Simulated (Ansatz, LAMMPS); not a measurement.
# Amorphous 25TiO2-75Al2O3 (mol %) (108 atoms): relaxation and levels of theory

Which bonds does the relaxation leave, and how do the Kohn-Sham gap, forces and pressure change with k-mesh and functional?

Calculated with Ansatz 0.2.0: Kohn-Sham DFT, PBE, PAW (set soft_2), plane waves; cutoff 420 eV, Γ point, fermi-dirac smearing of 0.025 eV.

**The cell**

Density at the start: 3.14 g/cm³. The cell holds 108 atoms: 6 Ti, 36 Al and 66 O. Cell: a = 10.695 Å, b = 10.695 Å, c = 10.695 Å, α = 90.0°, β = 90.0°, γ = 90.0°. 108 atoms (6 Ti, 36 Al, 66 O) placed at random at 3.14 g/cm³, melted at 5000 K for 10 ps at fixed volume with the Morse and Coulomb pair potential with partial charges (Pedone, Malavasi, Menziani, Cormack and Segre, J. Phys. Chem. B 110, 11780 (2006)). Quenched from 5000 K to 300 K at 50 K/ps and fixed volume, held 5 ps, then minimised at fixed cell.

Cell and atoms were relaxed with PBE. The walk converged after 12 steps by the program's count, with a largest force component of 0.0180 eV/Å; it began at an r.m.s. force component of 0.52 eV/Å. The edges went from 10.695, 10.695, 10.695 to 10.350, 11.096, 10.637 Å, and the volume from 11.327 to 11.307 Å³ an atom (-0.2 %).

The input of the reference single point:

```yaml
crystal:
  lattice:
    - [10.34961, -0.04142, -0.01683]
    - [-0.04142, 11.09508, -0.12466]
    - [-0.01683, -0.12466, 10.63617]
  atoms:
    - { symbol: Ti, position: [0.49901, 0.93774, 0.67667] }
    - { symbol: Ti, position: [0.22184, 0.9981, 0.39998] }
    - { symbol: Ti, position: [0.87834, 0.37305, 0.20965] }
    - { symbol: Ti, position: [0.14846, 0.59693, 0.1734] }
    [... 102 atom lines left out ...]
    - { symbol: O, position: [0.58258, 0.27047, 0.74603] }
    - { symbol: O, position: [0.16909, 0.00197, 0.02298] }
kpoints:
  mp_grid: { grid: [1, 1, 1] }
hamiltonian:
  xc: pbe
scf:
  occupations: { method: fermi_dirac, width: 0.025 }
output:
  forces: true
  stress: true
  populations: true
  dos:
    method: { smearing: { sigma: 0.08 } }
    de: 0.05
    projected: { site_lists: { Al: [Al], O: [O], Ti: [Ti] } }
  eigenvalues: true
  write_density: true
  write_potential: true
  volumetric_format: npy
```

**Bonds after relaxation**

Bonds by pair of elements; cutoffs follow the first minimum of g(r), held within bounds set by covalent radii, and pairs that aren't listed don't count as bonded:

```csv
pair A-B,cutoff (Å),bonds,mean length (Å),spread (Å),shortest (Å),B about A,A about B
O-Al,2.27,160,1.84,0.068,1.68,2.42,4.44
O-Ti,2.64,29,1.93,0.126,1.77,0.439,4.83
```

How many atoms have how many bonded neighbours:

```csv
element,mean,2,3,4,5,6
Al,4.44,0,0,21,14,1
O,2.86,11,53,2,0,0
Ti,4.83,0,0,2,3,1
```

**Levels of theory**

Single points at the relaxed geometry:

| functional | k-mesh | Kohn-Sham gap (eV) | pressure (GPa) | r.m.s. force component (eV/Å) | SCF cycles | time |
| --- | --- | --- | --- | --- | --- | --- |
| PBE | 1×1×1 | 3.111 | 0.01 | 0.004 | 11 | 26 s |
| PBE | 2×2×2 | 3.075 | 0.02 | 0.007 | 11 | 3.9 min |
| HSE06 | 1×1×1 | 4.822 | -5.87 | 0.125 | 24 | 6.9 min |
| r2SCAN | 1×1×1 | 3.491 | -5.20 | 0.073 | 12 | 61 s |
| PBEsol | 1×1×1 | 3.098 | -3.95 | 0.050 | 12 | 26 s |

The gap is that between the highest filled and lowest empty Kohn-Sham level on the run's k-points. Cutoffs: 420 eV for PBE, HSE06 and PBEsol; 500 eV for r2SCAN. Times come from shared hosts and are rough.

**Findings**

By these cutoffs 58 % of Al atoms have 4, 80 % of O atoms have 3 and 50 % of Ti atoms have 5 neighbours. The Kohn-Sham gap is 3.11 eV with PBE on the 1×1×1 mesh and 3.08 eV on 2×2×2. On the 1×1×1 mesh HSE06 changes the gap by +1.71 eV against PBE. Carrying that shift over to the 2×2×2 mesh gives 3.08 + 1.71 = 4.79 eV, an estimate that takes the shift to be alike at all k-points. On the reference's mesh the gap changes with r2SCAN by +0.38 eV and PBEsol by -0.01 eV. Against the reference the pressure changes with HSE06 by -5.9 GPa, r2SCAN by -5.2 GPa and PBEsol by -4.0 GPa; a negative change means a smaller volume than PBE would take. The denser mesh moves the energy by -1.0 meV/atom and the pressure by +0.02 GPa.

Limits: All single points share the geometry relaxed with PBE. One sample; tail or defect levels can set the gap of a disordered cell. The quench rate of 50 K/ps is many orders above laboratory rates, so the cell is likely richer in defects and strain than a real sample. The network of bonds at the start is that of the classical potential that made the cell, and needn't be the one that DFT or experiment would give. In some runs the program notes that it cut back its work space to fit the memory limit, the exchange threshold is loose for the stress and the SCF threshold is loose for the stress.

[Logs are printed without paths, hosts, clocks, repeated set-up lines and the standing remarks that a program may print on its own settings, such as how far it seeks lower states.]

[Hosts, paths, dates, database ids (printed as entryN), source tags and the programs' standing remarks are cut or masked in the printed files.]
